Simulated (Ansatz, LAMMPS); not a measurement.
# Static equation of state of glassy 67SiO2-13Li2O-10Na2O-10SrO (mol %) (113 atoms)

Density of this cell: 2.57 g/cm³. The cell holds 113 atoms: 26 Si, 10 Li, 8 Na, 4 Sr and 65 O. Its edges and angles: a = 11.662 Å, b = 11.326 Å, c = 11.622 Å, α = 89.4°, β = 91.0°, γ = 89.4°. The starting structure: 113 atoms (26 Si, 10 Li, 8 Na, 4 Sr, 65 O) placed at random at 2.59 g/cm³, melted at 4000 K for 10 ps at fixed volume with the Morse and Coulomb pair potential with partial charges (Pedone, Malavasi, Menziani, Cormack and Segre, J. Phys. Chem. B 110, 11780 (2006)). Quenched from 4000 K to 300 K at 25 K/ps and fixed volume, held 10 ps at zero pressure.

Calculated with Ansatz 0.2.0: Kohn-Sham DFT, PBE, PAW (set soft_2), plane waves; cutoff 420 eV, Γ point, fermi-dirac smearing of 0.05 eV. Cell and atoms were relaxed first, to V0 = 13.580 Å³ an atom at a residual P0 = -0.016 GPa. The cell was then scaled evenly, and the atoms were relaxed at each volume.

```
volume (Å³/atom)  pressure (GPa)
          12.222           5.799
          12.766               ?
          13.173           1.489
          13.988          -1.267
          14.395          -2.282
```

Task: Fit the third-order Birch–Murnaghan equation to the rows given and interpolate to the withheld row.

Worked fit:

Take the Eulerian strain f = ½[(V0/V)^(2/3) − 1] and the normalised pressure F = (P − P0) / [3f(1 + 2f)^(5/2)]. The third-order Birch–Murnaghan equation is then the line F = B0 + (3/2)B0(B′ − 4) f, so u = f and v = F.

```
      u = f  v = F (GPa)
  0.0363832      44.6900
  0.0102570      46.4727
-0.00975641      44.9071
 -0.0190504      43.6910
```

With n = 4: mean u = 0.00445833, mean v = 44.9402, Σ(u − ū)² = 0.0018075, Σ(u − ū)(v − v̄) = 0.030737. Slope b = 0.030737 / 0.0018075 = 17.005; intercept a = v̄ − b ū = 44.864.

So B0 = a = 44.9 GPa and B′ = 4 + 2b/(3a) = 4.25. At the withheld volume f = 0.02106, F = a + b f = 45.22 GPa, and P = P0 + 3f(1 + 2f)^(5/2) F.

Prediction at 12.766: 3.151 GPa. The run gave 3.201 GPa, so the fit is low by 0.049 GPa (1.5 % of the value).

The series isn't one smooth equation of state: even a line fitted to all rows, the withheld one included, misses F by up to 2.8 % and the count of bonds changes along the series. B0 and B′ are then only the numbers of this fit, not moduli of the material. Among the rows given, the largest miss of the fit is at 12.222, by 0.10 GPa (1.3 % of the range of the table).

Limits: Static cells at zero temperature; the cell shape is held. The program notes that the SCF threshold of these relaxations is loose for the stress. The quench rate of 25 K/ps is many orders above laboratory rates, so the cell is likely richer in defects and strain than a real sample. The network of bonds at the start is that of the classical potential that made the cell, and needn't be the one that DFT or experiment would give. Only the Γ point is sampled, in a cell whose shortest periodic width is 11 Å.

[Logs are printed without paths, hosts, clocks, repeated set-up lines and the standing remarks that a program may print on its own settings, such as how far it seeks lower states.]

[Hosts, paths, dates, database ids (printed as entryN), source tags and the programs' standing remarks are cut or masked in the printed files.]
